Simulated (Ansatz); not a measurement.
# OH on W(100): change of the work function, part 3 of 5

Aim: the work function of W(100) at several coverages of OH (hollow site), and the dipole that each adsorbate carries.

Ansatz 0.2.0; plane-wave DFT, PBE, Ansatz PAW (the session's first sound run).

So far, work function, upper face (eV): step 2 (the clean slab) 4.14.

**3. The covered slab, k-mesh 4×4×1, coverage 0.111 ML (continued)**

Running mean over 1.58 Å of the planar mean; the ramp of the sawtooth is left out. Electron's electrostatic potential energy less the Fermi level against z:

```
z (Å)  electron's electrostatic potential energy less the Fermi level (eV)
  3.0                                                                 4.24
  3.5                                                                 4.24
  4.0                                                                 4.24
  4.5                                                                 4.24
  5.0                                                                 4.23
  5.5                                                                 4.21
  6.0                                                                 4.15
  6.5                                                                 3.96
  7.0                                                                 3.40
  7.5                                                                 1.67
  8.0                                                                -2.57
  8.5                                                                -7.97
  9.0                                                                -11.3
  9.5                                                                -12.1
 10.0                                                                -12.4
 10.5                                                                -12.5
 11.0                                                                -12.7
 11.5                                                                -12.7
 12.0                                                                -12.6
 12.5                                                                -12.3
 13.0                                                                -12.2
 13.5                                                                -12.4
 14.0                                                                -13.1
 14.5                                                                -13.4
 15.0                                                                -12.8
 15.5                                                                -10.6
 16.0                                                                -6.01
 16.5                                                               -0.879
 17.0                                                                 2.05
 17.5                                                                 3.12
 18.0                                                                 3.53
 18.5                                                                 3.68
 19.0                                                                 3.75
 19.5                                                                 3.77
 20.0                                                                 3.77
 20.5                                                                 3.77
 21.0                                                                 3.77
 21.5                                                                 3.77
 22.0                                                                 3.77
 22.5                                                                 3.77
```

The relaxation took 9 steps and lowered the energy by 2.6 eV; the largest force on the free atoms ends at 0.0100 eV/Å.

The covered face has 3.77 eV, -0.37 eV against the clean one; the bare back face has moved by -0.01 eV, a measure of how thin the slab is.

**4. Adsorbate added, k-mesh 5×5×1, coverage 0.25 ML**

System of this step: HW20O (OH/W(100)). The cell holds 22 atoms: 20 W, 1 O and 1 H. Cell: a = 6.320 Å, b = 6.320 Å, c = 25.706 Å, α = 90.0°, β = 90.0°, γ = 90.0°. Vacuum lies along c.

Another coverage, to see how the dipoles act on each other as their distance changes.

Contents of input.yaml:

```yaml
crystal:
  lattice:
    - [6.32, 0.0, 0.0]
    - [0.0, 6.32, 0.0]
    - [0.0, 0.0, 25.7058886847]
  atoms:
    - { symbol: W, position: [0.0, 0.0, 0.3501143302] }
    - { symbol: W, position: [0.25, 0.25, 0.4115788459] }
    - { symbol: W, position: [0.0, 0.0, 0.4729243011] }
    - { symbol: W, position: [0.25, 0.25, 0.5368501235] }
    - { symbol: W, position: [0.0, 0.0, 0.5923113132] }
    - { symbol: W, position: [0.0, 0.5, 0.3501143302] }
    - { symbol: W, position: [0.25, 0.75, 0.4115788459] }
    - { symbol: W, position: [0.0, 0.5, 0.4729243011] }
    - { symbol: W, position: [0.25, 0.75, 0.5368501235] }
    - { symbol: W, position: [0.0, 0.5, 0.5923113132] }
    - { symbol: W, position: [0.5, 0.0, 0.3501143302] }
    - { symbol: W, position: [0.75, 0.25, 0.4115788459] }
    - { symbol: W, position: [0.5, 0.0, 0.4729243011] }
    - { symbol: W, position: [0.75, 0.25, 0.5368501235] }
    - { symbol: W, position: [0.5, 0.0, 0.5923113132] }
    - { symbol: W, position: [0.5, 0.5, 0.3501143302] }
    - { symbol: W, position: [0.75, 0.75, 0.4115788459] }
    - { symbol: W, position: [0.5, 0.5, 0.4729243011] }
    - { symbol: W, position: [0.75, 0.75, 0.5368501235] }
    - { symbol: W, position: [0.5, 0.5, 0.5923113132] }
    - { symbol: O, position: [0.25, 0.25, 0.6117621094] }
    - { symbol: H, position: [0.25, 0.25, 0.6498856698] }
kpoints:
  mp_grid: { grid: [5, 5, 1] }
hamiltonian:
  xc: pbe
scf:
  occupations: { method: fermi_dirac, width: 0.1 }
  convergence: { dr2_threshold: 1.0e-08 }
efield:
  axis: 3
  dipole_correction: true
  ramp_position: 0.97
  ramp_width: 0.06
relax:
  f_tol: 0.02
  max_steps: 60
  constraints: [{ sites: [0, 1, 5, 6, 10, 11, 15, 16] }]
output:
  bader: true
  dos: { projected: true, e_range: [-8, 4] }
  write_potential: true
  write_density: true
  volumetric_format: npy
  elf: true
```

The run is started by

```bash
$ ansatz run input.yaml --threads 4 --pin off --max-ram 12288MiB --backend cpu --events-out ev --progress --plain --runs-dir out
```

Numbers of over 12 decimals in the logs are rounded to 6 here.

Output:

```text
[...]
Crystal: 22 atoms, lattice volume = 1026.755 Å³
Basis set: ecut = 420 eV, 20041 PW (Γ), exchange–correlation on 90×90×360 points (8 copies of the dense FFT grid, shifted against one another)
Bands: 173, of which v1, the nominal top of the filled ones, is band 144 counted from 1 (143 counted from 0)
Symmetry: 8 space group operations
[...]
k-points: 6 of 25
[...]
SCF iter   1: F=—  HF=-208257.948168 eV  |F-HF|=—  |Δ(HF+E_count)|=         —  Δρ=6.51e-3  dr2=9.74e-1  ethr=1.77e-3  p=0.098 e·Å  D=1.72e-2 V/Å  ΔV_dip=-0.44 eV  dr2_dipole=3.21e-2  V_vac-E_F(+/−)=3.88/4.33 eV  ⟨swp⟩=10.3  Hψ=5327  notcnv=0
[...]
SCF iter  10: F=-208257.821895 eV  HF=-208257.821895 eV  |F-HF|=1.18e-8  |Δ(HF+E_count)|=   7.69e-8  Δρ=5.82e-7  dr2=7.69e-9  ethr=3.48e-12  p=0.117 e·Å  D=2.07e-2 V/Å  ΔV_dip=-0.53 eV  dr2_dipole=2.47e-10  V_vac-E_F(+/−)=3.73/4.26 eV  ⟨swp⟩=12.5  Hψ=8137  notcnv=0
SCF 1 converged in 10 iterations: F = -208257.821895 eV  dr2 = 7.69e-9
[...]
relax step   1: F+E_penalty+E_count = -208257.82189504 eV  Δ(F+E_penalty+E_count) = +0.000e0 eV  max|allowed force component| = 5.458e0 eV/Å  Δτ_max = 0.0000 Å  (10 SCF iters, accepted)
[...]
SCF iter  11: F=-208258.924806 eV  HF=-208258.924806 eV  |F-HF|=7.86e-10  |Δ(HF+E_count)|=   1.56e-8  Δρ=2.89e-7  dr2=1.72e-9  ethr=3.48e-12  p=0.135 e·Å  D=2.39e-2 V/Å  ΔV_dip=-0.61 eV  dr2_dipole=2.13e-12  V_vac-E_F(+/−)=3.64/4.26 eV  ⟨swp⟩=10.0  Hψ=6795  notcnv=0
SCF 2 converged in 11 iterations: F = -208258.924806 eV  dr2 = 1.72e-9
relax step   2: F+E_penalty+E_count = -208258.92480606 eV  Δ(F+E_penalty+E_count) = -1.103e0 eV  max|allowed force component| = 2.509e0 eV/Å  Δτ_max = 0.1985 Å  (11 SCF iters, accepted)
[...]
SCF iter  11: F=-208259.112863 eV  HF=-208259.112863 eV  |F-HF|=6.34e-9  |Δ(HF+E_count)|=   9.46e-9  Δρ=3.20e-7  dr2=2.17e-9  ethr=3.48e-12  p=0.130 e·Å  D=2.29e-2 V/Å  ΔV_dip=-0.59 eV  dr2_dipole=3.62e-12  V_vac-E_F(+/−)=3.65/4.23 eV  ⟨swp⟩=12.2  Hψ=8059  notcnv=0
SCF 3 converged in 11 iterations: F = -208259.112863 eV  dr2 = 2.17e-9
[...]
relax step   3: F+E_penalty+E_count = -208259.11286348 eV  Δ(F+E_penalty+E_count) = -1.881e-1 eV  max|allowed force component| = 8.365e-1 eV/Å  Δτ_max = 0.1946 Å  (11 SCF iters, accepted)
[... from here on, the SCF cycles and remarks between the steps are left out ...]
relax step   4: F+E_penalty+E_count = -208259.31423066 eV  Δ(F+E_penalty+E_count) = -2.014e-1 eV  max|allowed force component| = 3.234e-1 eV/Å  Δτ_max = 0.2000 Å  (11 SCF iters, accepted)
relax step   5: F+E_penalty+E_count = -208259.34428611 eV  Δ(F+E_penalty+E_count) = -3.006e-2 eV  max|allowed force component| = 3.643e-1 eV/Å  Δτ_max = 0.0541 Å  (10 SCF iters, accepted)
relax step   6: F+E_penalty+E_count = -208259.40201310 eV  Δ(F+E_penalty+E_count) = -5.773e-2 eV  max|allowed force component| = 3.508e-1 eV/Å  Δτ_max = 0.0924 Å  (10 SCF iters, accepted)
relax step   7: F+E_penalty+E_count = -208259.91980630 eV  Δ(F+E_penalty+E_count) = -5.178e-1 eV  max|allowed force component| = 1.298e0 eV/Å  Δτ_max = 0.1953 Å  (11 SCF iters, accepted)
relax step   8: F+E_penalty+E_count = -208260.27674994 eV  Δ(F+E_penalty+E_count) = -3.569e-1 eV  max|allowed force component| = 4.880e-1 eV/Å  Δτ_max = 0.1983 Å  (11 SCF iters, accepted)
relax step   9: F+E_penalty+E_count = -208260.25365071 eV  Δ(F+E_penalty+E_count) = +2.310e-2 eV  max|allowed force component| = 4.486e-1 eV/Å  Δτ_max = 0.1625 Å  (11 SCF iters, rejected (line search))
relax step  10: F+E_penalty+E_count = -208260.39045743 eV  Δ(F+E_penalty+E_count) = -1.137e-1 eV  max|allowed force component| = 5.343e-2 eV/Å  Δτ_max = 0.0736 Å  (10 SCF iters, accepted)
relax step  11: F+E_penalty+E_count = -208260.39061057 eV  Δ(F+E_penalty+E_count) = -1.531e-4 eV  max|allowed force component| = 2.263e-2 eV/Å  Δτ_max = 0.0053 Å  (8 SCF iters, accepted)
SCF iter   1: F=—  HF=-208260.391338 eV  |F-HF|=—  |Δ(HF+E_count)|=         —  Δρ=1.73e-4  dr2=1.87e-3  ethr=1.08e-5  p=0.193 e·Å  D=3.40e-2 V/Å  ΔV_dip=-0.87 eV  dr2_dipole=4.59e-4  V_vac-E_F(+/−)=3.36/4.23 eV  ⟨swp⟩=2.0  Hψ=1312  notcnv=0
[...]
SCF iter   7: F=-208260.390735 eV  HF=-208260.390735 eV  |F-HF|=1.31e-9  |Δ(HF+E_count)|=   1.16e-8  Δρ=2.77e-7  dr2=1.55e-9  ethr=3.48e-12  p=0.193 e·Å  D=3.40e-2 V/Å  ΔV_dip=-0.87 eV  dr2_dipole=5.25e-12  V_vac-E_F(+/−)=3.36/4.23 eV  ⟨swp⟩=11.5  Hψ=7854  notcnv=0
SCF 12 converged in 7 iterations: F = -208260.390735 eV  dr2 = 1.55e-9
relax step  12: F+E_penalty+E_count = -208260.39073482 eV  Δ(F+E_penalty+E_count) = -1.242e-4 eV  max|allowed force component| = 5.652e-3 eV/Å  Δτ_max = 0.0033 Å  (7 SCF iters, accepted)
[...]
SCF converged after 7 iterations
Free energy (F): -208260.390735 eV
[...]
Internal energy: -208259.727167 eV  (E = F + TS)
E sigma→0 (E₀):  -208260.058951 eV
Entropy (-TS):   -0.663568 eV (-30.162 meV/atom)
Fermi energy:    4.517102 eV
Dipole field:    D = 0.034009 V/Å  (p = 0.192977 e·Å, saw-weighted, corrected)
Work function:   Φ+ = 3.3555 eV   Φ− = 4.2298 eV
[...]
--- Forces (eV/Å), atoms counted from 1 ---
  atom   1  W      0.01849347     0.01849347     1.33020570
  atom   2  W     -0.00000000    -0.00000000    -1.49672770
  atom   3  W     -0.00218747    -0.00218747     0.00066887
  atom   4  W     -0.00000000     0.00000000    -0.00029350
  atom   5  W      0.00008285     0.00008285     0.00003944
  atom   6  W      0.01849347    -0.01849347     1.33020570
  atom   7  W     -0.00000000     0.00000000    -1.31783968
  atom   8  W     -0.00218747     0.00218747     0.00066887
  atom   9  W      0.00000000     0.00000000     0.00228608
  atom  10  W      0.00008285    -0.00008285     0.00003944
  atom  11  W     -0.01849347     0.01849347     1.33020570
  atom  12  W     -0.00000000     0.00000000    -1.31783968
  atom  13  W      0.00218747    -0.00218747     0.00066887
  atom  14  W     -0.00000000     0.00000000     0.00228608
  atom  15  W     -0.00008285     0.00008285     0.00003944
  atom  16  W     -0.01849347    -0.01849347     1.33020570
  atom  17  W     -0.00000000    -0.00000000    -1.19031540
  atom  18  W      0.00218747     0.00218747     0.00066887
  atom  19  W     -0.00000000    -0.00000000    -0.00565152
  atom  20  W     -0.00008285    -0.00008285     0.00003944
  atom  21  O     -0.00000000    -0.00000000    -0.00227116
  atom  22  H      0.00000000    -0.00000000     0.00271677
  max |Σ_I F_I| component: 6.30e-6 eV/Å
--- Band table (eV; the first three rows and the last of 6) ---
  k-point 0: bands = [... 140 lower, 4.4870, 4.5162, 4.5162, 4.6070, 4.6279, 4.6279, 4.7768, 5.2166, ... 25 higher]
  k-point 1: bands = [... 140 lower, 4.2836, 4.4489, 4.6136, 4.6159, 4.6674, 4.7961, 5.0792, 5.1241, ... 25 higher]
  k-point 2: bands = [... 140 lower, 4.0737, 4.2710, 4.5140, 4.7508, 4.8449, 4.9653, 4.9884, 5.0787, ... 25 higher]
  k-point 5: bands = [... 140 lower, 4.1943, 4.2001, 4.2573, 4.2972, 4.3130, 4.4677, 4.5654, 4.5982, ... 25 higher]
--- Relaxed structure (12 steps of the walk, 11 accepted, 0 SCFs on fresh bases) ---
  F+E_penalty+E_count = -208260.39073482 eV   max|allowed force component| = 5.652e-3 eV/Å
  atoms:
    - { symbol: W, position: [0.0, 0.0, 0.3501143302] }
    - { symbol: W, position: [0.250000, 0.250000, 0.411579] }
    - { symbol: W, position: [-0.00390361, -0.00390361, 0.473316] }
    - { symbol: W, position: [0.250000, 0.250000, 0.530491] }
    - { symbol: W, position: [0.023992, 0.023992, 0.593896] }
    - { symbol: W, position: [0.0, 0.500000, 0.3501143302] }
    - { symbol: W, position: [0.250000, 0.75, 0.411579] }
    - { symbol: W, position: [-0.00390361, 0.503904, 0.473316] }
    - { symbol: W, position: [0.250000, 0.75, 0.536714] }
    - { symbol: W, position: [0.023992, 0.476008, 0.593896] }
    - { symbol: W, position: [0.500000, 0.0, 0.3501143302] }
    - { symbol: W, position: [0.75, 0.250000, 0.411579] }
    - { symbol: W, position: [0.503904, -0.00390361, 0.473316] }
    - { symbol: W, position: [0.75, 0.250000, 0.536714] }
    - { symbol: W, position: [0.476008, 0.023992, 0.593896] }
    - { symbol: W, position: [0.500000, 0.500000, 0.3501143302] }
    - { symbol: W, position: [0.75, 0.75, 0.411579] }
    - { symbol: W, position: [0.503904, 0.503904, 0.473316] }
    - { symbol: W, position: [0.75, 0.75, 0.541529] }
    - { symbol: W, position: [0.476008, 0.476008, 0.593896] }
    - { symbol: O, position: [0.250000, 0.250000, 0.648903] }
    - { symbol: H, position: [0.250000, 0.250000, 0.686950] }
--- Bader charges: 22 sites ---
  site symbol  charge [e]  shift [e]
     0      W     -0.0868     0.0000
     1      W      0.0742     0.0000
     2      W      0.0633     0.0000
     3      W      0.1287     0.0000
     4      W      0.0605     0.0001
     5      W     -0.0868     0.0000
     6      W      0.0597     0.0000
     7      W      0.0633     0.0000
     8      W      0.0776     0.0000
     9      W      0.0605     0.0001
    10      W     -0.0868     0.0000
    11      W      0.0597     0.0000
    12      W      0.0633     0.0000
    13      W      0.0776     0.0000
    14      W      0.0605     0.0001
    15      W     -0.0868     0.0000
    16      W      0.0566     0.0000
    17      W      0.0634     0.0000
    18      W      0.0028     0.0000
    19      W      0.0605     0.0001
    20      O     -1.2329     0.0019
    21      H      0.5480     0.0015
  estimated error of the sums over rays = 9.6e-4 e
```

It took 11 min on 4 threads of Arm Neoverse V1, shared host; peak memory 3.8 GiB.

Relaxation path:

```
step  energy less that of the first step (eV)  largest force component (eV/Å)
   1                                   0.0000                          5.4578
   2                                  -1.1029                          2.5086
   3                                  -1.2910                          0.8365
   4                                  -1.4923                          0.3234
   5                                  -1.5224                          0.3643
   6                                  -1.5801                          0.3508
   7                                  -2.0979                          1.2978
   8                                  -2.4549                          0.4880
   9                                  -2.4318                          0.4486
  10                                  -2.5686                          0.0534
  11                                  -2.5687                          0.0226
  12                                  -2.5688                          0.0057
```

Relaxation step 9 was tried and not accepted.

The run keeps the 8 symmetry operations that it works with, so distortions that break them were not tested.

The atoms that moved most (Å):

```
atom      dx      dy      dz  length
 O21   0.000   0.000   0.955   0.955
 H22   0.000   0.000   0.953   0.953
  W5   0.152   0.152   0.041   0.218
 W15  -0.152   0.152   0.041   0.218
 W10   0.152  -0.152   0.041   0.218
 W20  -0.152  -0.152   0.041   0.218
  W4   0.000   0.000  -0.163   0.163
 W19   0.000   0.000   0.120   0.120
```

Final coordinates:

```
W O H
1.0
     6.32000    0.00000    0.00000
     0.00000    6.32000    0.00000
     0.00000    0.00000   25.70589
W O H
20 1 1
Direct
  0.00000 0.00000 0.35011
  0.25000 0.25000 0.41158
  0.99610 0.99610 0.47332
  0.25000 0.25000 0.53049
  0.02399 0.02399 0.59390
  0.00000 0.50000 0.35011
  0.25000 0.75000 0.41158
  0.99610 0.50390 0.47332
  0.25000 0.75000 0.53671
  0.02399 0.47601 0.59390
  0.50000 0.00000 0.35011
  0.75000 0.25000 0.41158
  0.50390 0.99610 0.47332
  0.75000 0.25000 0.53671
  0.47601 0.02399 0.59390
  0.50000 0.50000 0.35011
  0.75000 0.75000 0.41158
  0.50390 0.50390 0.47332
  0.75000 0.75000 0.54153
  0.47601 0.47601 0.59390
  0.25000 0.25000 0.64890
  0.25000 0.25000 0.68695
```

This step gave:

- energy at zero smearing: -208260.0590 eV
- work function, upper face: 3.356 eV
- work function, lower face: 4.230 eV
- dipole along the normal: 0.1930 e·Å
- step between the vacuum levels: -0.8742 eV

The density of states has structure finer than the step of the table below, so its rows give means over 0.5 eV, whole bins alone (the curve runs from -8 to 1.98 eV). Peaks (eV: height): -2.95: 56.6, -2.86: 43.4, -0.45: 47.8, 1.05: 44.7, 1.14: 76.1, 1.53: 55.4, 1.92: 86.7.

The density of states by energy, zero at the Fermi level; means over each step:

energy (eV), density of states (states/eV a cell) and a bar:
```
     -7.5        1.0 
     -7.0        2.2 #
     -6.5        4.1 ###
     -6.0       11.6 ###########
     -5.5       12.6 ############
     -5.0       14.1 ##############
     -4.5       12.6 ############
     -4.0       25.5 #########################
     -3.5       15.3 ###############
     -3.0       24.5 ########################
     -2.5       27.7 ############################
     -2.0       22.8 #######################
     -1.5       23.5 #######################
     -1.0       16.6 ################
     -0.5       20.8 #####################
      0.0       20.2 ####################
      0.5       16.9 ################
      1.0       24.6 #########################
      1.5       29.9 ##############################
```

Projected DOS per atom over height of the atomic layer and energy from the Fermi level. Layers: W4 W4 W4 W4 W4 O H from below.

Ten even steps from '_' (0.00 states/eV) to '@' (4.18 states/eV), each cell a mean:
```
--::::----____
==::::::::____
--......::____
::....__::____
++__..__::____
==..__..--____
::..__..::____
::::::..--____
::::::::::____
------::--____
::------::____
..::::::..____
..::..::..____
::--::::::____
__......______
__::::::______
__......__::__
____..__..@@__
__________..__
______________
______________
______________
```
Columns: height of the atomic layer (Å) from 9 to 17.7 (not evenly spaced); rows upwards: energy from the Fermi level (eV) from -7.96 to 1.95.

ELF in the ca plane at fractional y = 0.250, with atoms of W and O and H within 0.2 Å of it. It is the smooth field of the valence electrons, not physical close to the nuclei.

Values, 9 rows by 16 columns, each cell a mean:
```
0.41 0.25 0.40 0.43 0.25 0.41 0.50 0.27 0.07 0.01 0.00 0.00 0.00 0.00 0.00 0.00
0.35 0.55 0.35 0.32 0.53 0.42 0.45 0.35 0.17 0.04 0.01 0.00 0.00 0.00 0.00 0.00
0.34 0.49 0.35 0.30 0.49 0.42 0.41 0.35 0.18 0.05 0.01 0.00 0.00 0.00 0.00 0.00
0.39 0.29 0.38 0.42 0.29 0.39 0.50 0.30 0.08 0.01 0.00 0.00 0.00 0.00 0.00 0.00
0.45 0.30 0.45 0.45 0.31 0.47 0.40 0.21 0.07 0.01 0.00 0.00 0.00 0.00 0.00 0.00
0.37 0.42 0.36 0.37 0.41 0.39 0.28 0.65 0.49 0.20 0.01 0.00 0.00 0.00 0.00 0.00
0.33 0.42 0.36 0.34 0.42 0.38 0.27 0.62 0.91 0.57 0.02 0.00 0.00 0.00 0.00 0.00
0.35 0.52 0.36 0.36 0.51 0.39 0.27 0.72 0.63 0.30 0.01 0.00 0.00 0.00 0.00 0.00
0.44 0.27 0.43 0.44 0.28 0.46 0.36 0.25 0.11 0.02 0.00 0.00 0.00 0.00 0.00 0.00
```
Columns run along c (16.0 Å, from fractional 0.36 to 0.98 of the cell), rows up along a (6.3 Å). Atoms in or near the plane, at fractional coordinates: W at (0.41, 0.25), W at (0.53, 0.25), W at (0.41, 0.75), W at (0.54, 0.75), O at (0.65, 0.25), H at (0.69, 0.25).

Electrostatic potential energy in the ca plane at fractional y = 0.250, with atoms of W and O and H within 0.2 Å of it. With pseudopotentials it is smooth inside the atoms' cores, unlike the true potential.

Ten even steps from '0' (-57 eV) to '9' (8 eV), each cell a mean:
```
99988999999988999999999999999999999999999999
99766789998766789999999999999999999999999999
97411378997411379999999999999999999999999999
96200058986100158999999999999999999999999999
96200058986100158999999999999999999999999999
98411379997411479999999999999999999999999999
99766789998766789999999999999999999999999999
99998999999988999999999999999999999999999999
99999999999999999999999999999999999999999999
99887899999878899999999999999999999999999999
98643589997434689999889999999999999999999999
97300168985100479996336679999999999999999999
96100058984000279995113148999999999999999999
97300168985100479997336679999999999999999999
98643589997434789999889999999999999999999999
99887899999878899999999999999999999999999999
99999999999999999999999999999999999999999999
```
Columns run along c (16.0 Å, from fractional 0.36 to 0.98 of the cell; values clipped at the 3rd and 97th percentile), rows up along a (6.3 Å). Atoms in or near the plane, at fractional coordinates: W at (0.41, 0.25), W at (0.53, 0.25), W at (0.41, 0.75), W at (0.54, 0.75), O at (0.65, 0.25), H at (0.69, 0.25).

(Part 3 of 5 ends here.)

[Logs are printed without paths, hosts, clocks, repeated set-up lines and the standing remarks that a program may print on its own settings, such as how far it seeks lower states.]

[Hosts, paths, dates, database ids (printed as entryN), source tags and the programs' standing remarks are cut or masked in the printed files.]

[Maps of the electrostatic potential energy from Ansatz leave out the sawtooth potential of an applied field or a dipole correction, so their vacuum need not be flat; planar profiles and work functions include it.]

[The density of states shown here was stored with 400 of the rows of the run's finer table, so its peaks can read low, often by over a quarter, or be missed, and its means over a window can be off by a tenth or more.]
